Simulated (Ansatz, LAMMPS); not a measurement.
# Glassy 77Na2O-23TiO2 (mol %) (66 atoms): geometry optimisation, part 3 of 3

Aim: bring glassy 77Na2O-23TiO2 (mol %) (66 atoms) to a nearby minimum of the energy and see what moves.

Ansatz 0.2.0; Kohn-Sham DFT, r2SCAN, PAW (set soft_2), plane waves.

The cell: 34 Na, 5 Ti and 27 O. The quench rate of 10 K/ps far exceeds what a furnace or splat quench reaches. The network of bonds at the start is that of the classical potential that made the cell. Only the Γ point is sampled, in a cell whose shortest periodic width is 9 Å.

So far, density (g/cm³): step 5 (structure statistics after relaxation) 3.10.

## 6. Single point at the relaxed geometry

The electronic structure is read at the final geometry, in a run of its own.

Input file input.yaml:

```yaml
crystal:
  lattice:
    - [9.19623, 0.0, 0.0]
    - [0.0, 9.19623, 0.0]
    - [0.0, 0.0, 9.19623]
  atoms:
    - { symbol: Na, position: [0.06334, 0.59405, 0.04865] }
    - { symbol: Na, position: [0.97981, 0.07176, 0.6037] }
    - { symbol: Na, position: [0.7241, 0.68899, 0.89389] }
    - { symbol: Na, position: [0.79379, 0.38969, 0.78991] }
    - { symbol: Na, position: [0.43714, 0.13207, 0.73717] }
    - { symbol: Na, position: [0.18142, 0.1293, 0.90914] }
    - { symbol: Na, position: [0.7073, 0.08327, 0.74536] }
    - { symbol: Na, position: [0.27058, 0.80379, 0.07971] }
    - { symbol: Na, position: [0.88804, 0.03397, 0.2513] }
    - { symbol: Na, position: [0.10514, 0.38307, 0.23131] }
    - { symbol: Na, position: [0.41578, 0.2433, 0.0249] }
    - { symbol: Na, position: [0.9923, 0.32948, 0.9279] }
    - { symbol: Na, position: [0.34716, 0.50512, 0.12278] }
    - { symbol: Na, position: [0.59707, 0.46747, 0.98858] }
    - { symbol: Na, position: [0.71215, 0.13229, 0.04011] }
    - { symbol: Na, position: [0.23965, 0.32173, 0.70973] }
    - { symbol: Na, position: [0.86215, 0.68423, 0.21671] }
    - { symbol: Na, position: [0.68881, 0.06034, 0.44148] }
    - { symbol: Na, position: [0.30768, 0.88135, 0.81842] }
    - { symbol: Na, position: [0.7431, 0.80907, 0.59226] }
    - { symbol: Na, position: [0.94315, 0.63067, 0.72598] }
    - { symbol: Na, position: [0.25479, 0.59076, 0.8337] }
    - { symbol: Na, position: [0.49267, 0.66266, 0.71181] }
    - { symbol: Na, position: [0.55287, 0.90242, 0.93546] }
    - { symbol: Na, position: [0.17758, 0.53407, 0.5044] }
    - { symbol: Na, position: [0.17312, 0.08501, 0.18017] }
    - { symbol: Na, position: [0.77065, 0.38234, 0.20116] }
    - { symbol: Na, position: [0.40403, 0.62197, 0.40162] }
    - { symbol: Na, position: [0.46082, 0.0214, 0.23668] }
    - { symbol: Na, position: [0.583, 0.36992, 0.65373] }
    - { symbol: Na, position: [0.57556, 0.72639, 0.17199] }
    - { symbol: Na, position: [0.68593, 0.58052, 0.44472] }
    - { symbol: Na, position: [0.23301, 0.16324, 0.4627] }
    - { symbol: Na, position: [0.0953, 0.85776, 0.6658] }
    - { symbol: Ti, position: [0.93905, 0.9068, 0.96279] }
    - { symbol: Ti, position: [0.42142, 0.91095, 0.52236] }
    - { symbol: Ti, position: [0.11779, 0.8049, 0.34244] }
    - { symbol: Ti, position: [0.92156, 0.34404, 0.49585] }
    - { symbol: Ti, position: [0.48168, 0.30733, 0.35133] }
    - { symbol: O, position: [0.8651, 0.9107, 0.77814] }
    - { symbol: O, position: [0.63345, 0.19565, 0.25672] }
    - { symbol: O, position: [0.1886, 0.62641, 0.27631] }
    - { symbol: O, position: [0.39564, 0.40218, 0.51833] }
    - { symbol: O, position: [0.45626, 0.67253, 0.96072] }
    - { symbol: O, position: [0.04157, 0.86084, 0.17141] }
    - { symbol: O, position: [0.77729, 0.23823, 0.57835] }
    - { symbol: O, position: [0.08912, 0.77453, 0.89663] }
    - { symbol: O, position: [0.29474, 0.74615, 0.58618] }
    - { symbol: O, position: [0.32398, 0.27122, 0.24933] }
    - { symbol: O, position: [0.95987, 0.83417, 0.46128] }
    - { symbol: O, position: [0.012, 0.20846, 0.38219] }
    - { symbol: O, position: [0.76538, 0.8664, 0.06406] }
    - { symbol: O, position: [0.96394, 0.10033, 0.00831] }
    - { symbol: O, position: [0.02814, 0.41029, 0.65194] }
    - { symbol: O, position: [0.52997, 0.91062, 0.69199] }
    - { symbol: O, position: [0.60033, 0.25693, 0.86901] }
    - { symbol: O, position: [0.70959, 0.58198, 0.67769] }
    - { symbol: O, position: [0.89611, 0.49269, 0.37192] }
    - { symbol: O, position: [0.55, 0.48395, 0.26292] }
    - { symbol: O, position: [0.26471, 0.93436, 0.35778] }
    - { symbol: O, position: [0.55867, 0.82207, 0.40327] }
    - { symbol: O, position: [0.21022, 0.07147, 0.68352] }
    - { symbol: O, position: [0.46443, 0.10932, 0.48293] }
    - { symbol: O, position: [0.21493, 0.38652, 0.95743] }
    - { symbol: O, position: [0.36119, 0.01397, 0.0179] }
    - { symbol: O, position: [0.84528, 0.50809, 0.01066] }
kpoints:
  mp_grid: { grid: [1, 1, 1] }
hamiltonian:
  xc: r2scan
scf:
  occupations: { method: fermi_dirac, width: 0.05 }
output:
  forces: true
  stress: true
  populations: true
  dos:
    method: { smearing: { sigma: 0.1 } }
    de: 0.1
    projected: { site_lists: { Na: [Na], O: [O], Ti: [Ti] } }
  eigenvalues: true
  write_density: true
  write_potential: true
  volumetric_format: npy
  elf: true
```

The run is started by

```sh
$ ansatz run input.yaml --threads 4 --pin off --max-ram 8192MiB --backend cpu --events-out ev --progress --plain --runs-dir out
```

The log of the run:

```text
[...]
Crystal: 66 atoms, lattice volume = 777.731 Å³
Basis set: ecut = 500 eV, 19837 PW (Γ), exchange–correlation on 288×288×288 points (64 copies of the dense FFT grid, shifted against one another)
Bands: 330, of which v1, the nominal top of the filled ones, is band 264 counted from 1 (263 counted from 0)
Symmetry: 1 space group operations
[...]
k-points: 1
[...]
SCF iter   1: F=—  HF=-78536.885413 eV  |F-HF|=—  |Δ(HF+E_count)|=         —  Δρ=1.60e-2  dr2=2.57e0  dr2_τ=1.90e0  ethr=1.77e-3  ⟨swp⟩=5.0  Hψ=1270  notcnv=0  defer=49
[...]
SCF iter  11: F=-78537.682821 eV  HF=-78537.682821 eV  |F-HF|=1.44e-8  |Δ(HF+E_count)|=   1.96e-8  Δρ=1.85e-6  dr2=2.82e-8  dr2_τ=3.28e-9  ethr=1.89e-11  ⟨swp⟩=8.0  Hψ=1502  notcnv=0
SCF 1 converged in 11 iterations: F = -78537.682821 eV  dr2 = 2.82e-8
[...]
SCF converged after 11 iterations
Free energy (F): -78537.682821 eV
[...]
Internal energy: -78537.682821 eV  (E = F + TS)
E sigma→0 (E₀):  -78537.682821 eV
Fermi energy:    7.421233 eV
[...]
--- Forces (eV/Å), atoms counted from 1 ---
  atom   1  Na     0.00161131     0.00212650    -0.00267200
  atom   2  Na    -0.00619307     0.00258743    -0.00096442
  atom   3  Na    -0.00146287    -0.00510886    -0.00160059
  atom   4  Na    -0.00027614     0.00309374     0.00656481
  atom   5  Na     0.00225771    -0.00376938     0.00309466
  atom   6  Na    -0.00164582    -0.00185663     0.00236300
  atom   7  Na     0.00384665     0.00161687     0.01006717
  atom   8  Na    -0.00201403     0.00139417     0.00505045
  atom   9  Na    -0.00181473    -0.00434830    -0.00339537
  atom  10  Na    -0.00765168     0.00294419    -0.00649505
  atom  11  Na     0.00246051    -0.00492564     0.00422147
  atom  12  Na    -0.00257807     0.00086671     0.00383770
  atom  13  Na    -0.00179866     0.00470030    -0.00278659
  atom  14  Na     0.00514783     0.00060463    -0.00390483
[...]
atom  65  O     -0.00402661    -0.00169346    -0.00251702
  atom  66  O      0.00156660     0.00065028    -0.00108750
  max |Σ_I F_I| component: 6.79e-5 eV/Å
--- Stress (GPa, compression-positive) ---
        7.766404       0.444421       0.740334
        0.444421       5.841047      -1.115248
        0.740334      -1.115249       6.553039
  P = ⅓ Tr σ = 6.7202 GPa (67.202 kbar)
--- Band table (eV) ---
[...]
--- Löwdin populations: 66 sites ---
  site symbol       q [e]
     0     Na      8.2655
     1     Na      8.2579
     2     Na      8.2687
[...]
65      O      7.3151
  spilling = 0.004569 (of n_electrons = 528.000000)
```

Wall time 16 s (4 threads of Intel Xeon 6975P-C (Granite Rapids), shared host); peak memory 2.3 GiB.

The run gave:

```yaml
free_energy: -78537.6828 eV
free_energy_per_atom: -1189.9649 eV/atom
scf_cycles: 11
pressure: 6.72 GPa
r_m_s_force_component: 0.00477 eV/Å
longest_force: 0.02312 eV/Å
fermi_energy: 7.421 eV
spacing_of_highest_filled_and_lowest_empty_level: 2.969 eV
spilling_of_the_projection: 0.004569
```

Löwdin charges by element and coordination (they lack the spilled electrons, 0.037 e an atom on average):

```
element  coordination  atoms  mean charge (e)  spread  least    most
     Na           all     34            0.740  0.0081  0.724   0.758
     Na             4     16            0.738  0.0088  0.724   0.756
     Na             5     12            0.741  0.0052  0.731   0.754
     Na             6      6            0.744  0.0095  0.729   0.758
      O           all     27            -1.08   0.155  -1.34  -0.859
      O             6     10           -0.982  0.0576  -1.08  -0.859
      O             7     14            -1.09   0.156  -1.34  -0.882
      O             8      2            -1.32  0.0143  -1.34   -1.31
      O             9      1            -1.32       0  -1.32   -1.32
     Ti           all      5             1.27  0.0327   1.22    1.30
     Ti             4      2             1.23  0.0118   1.22    1.24
     Ti             5      3             1.30  0.0042   1.29    1.30
```

Density of states as counts of states in windows of 1 eV (from the Fermi level), total and the larger projections:

```
from (eV)  to (eV)  total   O p  Ti d  Na s
      -10       -6    0.0   0.0   0.0   0.0
       -6       -5   22.7  16.7   4.2   1.3
       -5       -4   46.2  37.5   5.3   1.7
       -4       -3   33.8  31.1   0.8   1.0
       -3       -2   39.0  36.2   0.3   1.5
       -2       -1   20.2  19.2   0.1   0.4
       -1        1    0.0   0.0   0.0   0.0
        1        2    5.2   0.5   2.7   1.2
        2        3   22.9   3.7  16.5   1.6
        3        4   20.7   4.1  10.8   3.1
        4        5   14.0   2.5   3.7   5.1
```

Between -26 and -10 eV lie 258 more states.

About 108 of the 528 electrons lie in deeper levels, below the stored range.

The levels nearest the highest filled one (over half full), pooled over k-points and spins:

```
level less the highest filled one (eV)  occupation
                                -0.305           2
                                -0.268           2
                                -0.223           2
                                -0.145           2
                               -0.0624           2
                                     0           2
                                  2.97           0
                                  3.35           0
                                  3.50           0
                                  3.54           0
                                  3.57           0
                                  3.64           0
```

ELF in the ac plane at fractional y = 0.902, with atoms of Na and Ti and O within 0.2 Å of it. It is the smooth field of the valence electrons, not physical close to the nuclei.

Ten even steps from '_' (0.01) to '@' (0.81), each cell a mean:
```
**....::..____..==++++..::**++**==__++####--==**..==
**..--++::________....__--**--++**__..::..__::**++**
..::++++::__..==++--____..******==______::==----====
__::==--..__++**++**::____......______--##@@@@%%++::
..__________++**++**::..==++++==::____++@@@@**%%@@**
..__..______::++**==..==@@@@@@@@##..__==@@@@**%%@@##
__--++++..______..__..##@@%%%%@@%%--__::##@@@@@@@@==
..******--__________::##@@****@@%%--____::++%%##++..
..++##**--__________..--##@@@@@@##..__..____::::____
__..----______..__--++++====****--__..--::______....
==..____________..**++==##::....______::..__..==**##
@@**::__________..**==::**--..::::__________++%%@@@@
@@##--__..==++==..==####++::**##**::______::##@@@@@@
@@++..__::##@@@@##::::::::**@@@@%%==..____::**%%@@@@
++......--%%@@%%@@**..__==%%@@@@%%++..____..==**%%%%
..__::::--%%%%%%@@%%::__--##%%%%##==..______..::----
::........##@@@@@@**..____::==++==::______________..
####++::..--##%%##--________......______________..==
@@@@@@##::..::::::__________________..::::..____--%%
@@%%@@@@==________________________::++####++..__==@@
@@@@@@%%--________..::..________::**%%@@@@@@++..--%%
##%%%%++..________::====::______--##@@@@@@@@##....--
..::::..________..==**++..______..##@@@@%%@@++::----
++____________..--****--__--++==__--@@@@@@##--**##%%
```
Columns run along a (9.2 Å), rows up along c (9.2 Å). Atoms in or near the plane, at fractional coordinates: Na at (0.31, 0.82), Na at (0.55, 0.94), Ti at (0.94, 0.96), Ti at (0.42, 0.52), O at (0.87, 0.78), O at (0.53, 0.69).

Valence density in the ac plane at fractional y = 0.902, with atoms of Na and Ti and O within 0.2 Å of it. It is the smooth field of the valence electrons, not physical close to the nuclei.

Values in units of 1e0 e/Å³, 13 rows by 16 columns, each cell a mean:
```
1.6 0.2 0.1 0.1 0.1 0.2 0.2 0.3 9.0 9.4 0.5 0.2 0.3 0.6 5.5 7.9
0.3 0.2 0.1 0.1 2.5 3.4 0.2 0.1 2.9 3.0 0.2 0.1 0.2 0.7 1.5 1.5
0.1 0.1 0.1 0.2 6.0 8.0 0.5 0.2 0.5 0.3 0.1 0.1 0.6 4.0 4.3 0.7
0.3 2.0 0.8 0.1 0.3 0.4 0.2 1.3 4.8 2.3 0.3 0.1 0.4 2.0 2.1 0.4
0.5 4.6 1.8 0.1 0.1 0.1 0.3 1.2 3.4 1.6 0.2 0.1 0.1 0.2 0.1 0.1
0.2 0.2 0.1 0.1 0.1 0.8 4.9 4.3 0.6 0.2 0.1 0.1 0.2 0.1 0.1 0.2
0.6 0.1 0.1 0.1 0.2 1.0 5.9 5.1 0.7 0.3 0.1 0.0 0.0 0.1 0.5 1.2
0.5 0.2 0.3 1.1 2.2 0.9 0.5 0.5 0.8 0.8 0.2 0.1 0.0 0.1 0.4 0.9
0.2 0.4 0.6 1.9 3.8 1.2 0.2 0.1 0.3 0.4 0.1 0.0 0.0 0.0 0.1 0.1
0.7 0.6 0.3 0.3 0.5 0.2 0.1 0.1 0.1 0.1 0.0 0.0 0.0 0.0 0.1 0.2
3.2 2.2 0.3 0.1 0.1 0.1 0.0 0.0 0.0 0.0 0.0 0.1 0.2 0.1 0.1 0.6
1.2 0.8 0.2 0.1 0.2 0.2 0.1 0.1 0.0 0.0 0.2 1.2 2.7 1.0 0.2 0.4
0.6 0.1 0.1 0.1 0.2 0.3 0.3 0.1 0.4 0.4 0.2 1.3 3.0 1.3 2.2 3.4
```
Columns run along a (9.2 Å), rows up along c (9.2 Å). Atoms in or near the plane, at fractional coordinates: Na at (0.31, 0.82), Na at (0.55, 0.94), Ti at (0.94, 0.96), Ti at (0.42, 0.52), O at (0.87, 0.78), O at (0.53, 0.69).

Mean Löwdin charges: Na +0.74, O -1.08, Ti +1.27 e (they miss 0.46 % of the electrons, so they add up to more than the cell's charge). The largest share in the top eV of filled states is O p (96 % of the projected weight), and in the lowest eV of empty states Ti d (69 % of the projected weight).

A closer look about Na29, which has 6 bonded neighbours where the commonest count for Na is 4: 16 atoms, nearest first, numbered in the order of the input, with positions taken from that point.

```
atom      x      y      z  distance (Å)  bonds  Löwdin charge (e)
Na29   0.00   0.00   0.00          0.00      6               0.74
 O65  -0.92  -0.07  -2.01          2.21      8              -1.34
 O41   1.59   1.60   0.18          2.26      6              -1.08
 O60  -1.80  -0.80   1.11          2.27      6              -0.86
 O63   0.03   0.81   2.26          2.40      6              -0.95
 O61   0.90  -1.83   1.53          2.55      7              -0.99
 O49  -1.26   2.30   0.12          2.62      7              -0.88
Na26  -2.65   0.58  -0.52          2.76      6               0.75
Ti39   0.19   2.63   1.05          2.84      5               1.29
Ti36  -0.36  -1.02   2.63          2.84      5               1.30
Na18   2.10   0.36   1.88          2.84      4               0.76
Na11  -0.41   2.04  -1.95          2.85      4               0.73
Na31   1.06  -2.71  -0.59          2.97      4               0.75
 Na8  -1.75  -2.00  -1.44          3.02      6               0.73
Na24   0.85  -1.09  -2.77          3.10      4               0.74
Na15   2.31   1.02  -1.81          3.11      4               0.74
```

The column of bonds counts only the pairs Na-O within 2.93 Å, O-Ti within 2.64 Å; other neighbours, such as metal atoms beside each other in a compound, aren't counted, and periodic images can show an atom twice.

## 7. With basis.xc_grid = 2

Changed here: basis.xc_grid = 2.

input.yaml, the sections that differ from step 6:

```yaml
crystal:
  lattice:
    - [9.19623, 0.0, 0.0]
    - [0.0, 9.19623, 0.0]
    - [0.0, 0.0, 9.19623]
  atoms:
    [... the 66 atom lines of step 3 ...]
output:
  forces: true
  stress: true
  populations: true
  dos:
    method: { smearing: { sigma: 0.1 } }
    de: 0.1
    projected: { site_lists: { Na: [Na], O: [O], Ti: [Ti] } }
  eigenvalues: true
basis:
  xc_grid: 2
# kpoints, hamiltonian, scf: as in step 6
```

The log of the run:

```text
[...]
Crystal: 66 atoms, lattice volume = 777.731 Å³
Basis set: ecut = 500 eV, 19837 PW (Γ), exchange–correlation on 144×144×144 points (8 copies of the dense FFT grid, shifted against one another)
Bands: 330, of which v1, the nominal top of the filled ones, is band 264 counted from 1 (263 counted from 0)
Symmetry: 1 space group operations
[...]
k-points: 1
[...]
SCF iter   1: F=—  HF=-78529.481228 eV  |F-HF|=—  |Δ(HF+E_count)|=         —  Δρ=1.66e-2  dr2=2.62e0  dr2_τ=1.80e0  ethr=1.77e-3  ⟨swp⟩=5.0  Hψ=1271  notcnv=0  defer=47
[...]
SCF iter  10: F=—  HF=-78530.282473 eV  |F-HF|=—  |Δ(HF+E_count)|=   1.51e-7  Δρ=4.78e-6  dr2=1.57e-7  dr2_τ=2.25e-8  ethr=1.89e-11  ⟨swp⟩=10.0  Hψ=1532  notcnv=0
SCF iter  11: F=-78530.282473 eV  HF=-78530.282473 eV  |F-HF|=1.82e-8  |Δ(HF+E_count)|=   1.88e-8  Δρ=2.00e-6  dr2=3.56e-8  dr2_τ=4.09e-9  ethr=1.89e-11  ⟨swp⟩=4.0  Hψ=862  notcnv=0
SCF 1 converged in 11 iterations: F = -78530.282473 eV  dr2 = 3.56e-8
[...]
SCF converged after 11 iterations
Free energy (F): -78530.282473 eV
[...]
Internal energy: -78530.282473 eV  (E = F + TS)
E sigma→0 (E₀):  -78530.282473 eV
Fermi energy:    7.464784 eV
[...]
Σ components = -78530.282473   (vs F -78530.282473, Δ=0.00e0)
--- Forces (eV/Å), atoms counted from 1 ---
  atom   1  Na    -0.19062728     0.05378694     0.91817520
  atom   2  Na     0.28482797     0.48174992    -0.38949261
  atom   3  Na     0.24860033     0.08744892     0.54155445
  atom   4  Na    -0.09963306     0.58897008    -1.06242458
[...]
atom  66  O      0.25089833    -0.58301470     0.98966433
  max |Σ_I F_I| component: 3.73e-3 eV/Å
--- Stress (GPa, compression-positive) ---
        3.769625       1.181102      -0.094397
        1.181102       3.523738      -1.521509
       -0.094398      -1.521508       5.442385
  P = ⅓ Tr σ = 4.2452 GPa (42.452 kbar)
--- Band table (eV) ---
[...]
--- Löwdin populations: 66 sites ---
  site symbol       q [e]
     0     Na      8.2737
     1     Na      8.2552
     2     Na      8.2677
[...]
65      O      7.3322
  spilling = 0.004795 (of n_electrons = 528.000000)
```

Run time: 9.8 s. Hardware: 4 threads; peak memory 1.5 GiB; 36 s of CPU time.

Geometry and reference: those of the single point at the start.

Forces differ from those of the single point at the start by 0.21 meV/Å r.m.s., 0.029 % of their size. It took 0.65 times the reference's time (shared host, so rough).

## 8. Outcome

```yaml
energy_change_in_the_relaxation: -112.1 meV/atom
r_m_s_displacement: 0.689 Å
largest_displacement: 1.438 Å
free_energy_per_atom: -1189.9649 eV/atom
pressure: 6.72 GPa
r_m_s_force_component: 0.00477 eV/Å
spacing_of_highest_filled_and_lowest_empty_level: 2.969 eV
wall_time_of_the_4_dft_runs: 4.2 min
```

What this shows: Relaxation lowers the energy by 112 meV/atom and moves atoms by 0.69 Å r.m.s.; the r.m.s. force component goes from 0.72 to 0.0048 eV/Å, the pressure goes from 4.2 to 6.7 GPa, and the gap from 2.64 to 2.97 eV. By the final cutoffs 25 of 189 bonded pairs parted and 19 joined. First to last step the energy falls by 7.401 eV; the largest move, 1.44 Å, is that of O58. The Na-O bonds change most in mean length: from 2.424 Å (spread 0.194) to 2.352 Å (spread 0.163), and their number from 162 to 160. Counting bonds as in the table, 47 % of Na atoms have 4, 52 % of O atoms have 7 and 60 % of Ti atoms have 5 bonded neighbours. Between filled and empty levels lie 2.97 eV (at Γ alone); a semilocal functional tends to put such gaps too low. In a disordered cell it changes from sample to sample, and tail or defect levels can set it.

**Limits.** The starting topology of bonds comes from the classical model; in DFT 25 of its 189 bonded pairs passed out of the cutoffs and 19 came within them. The pressure of 6.7 GPa means that a free cell would grow at this level.

[Logs are printed without paths, hosts, clocks, repeated set-up lines and the standing remarks that a program may print on its own settings, such as how far it seeks lower states.]

[Hosts, paths, dates, database ids (printed as entryN), source tags and the programs' standing remarks are cut or masked in the printed files.]
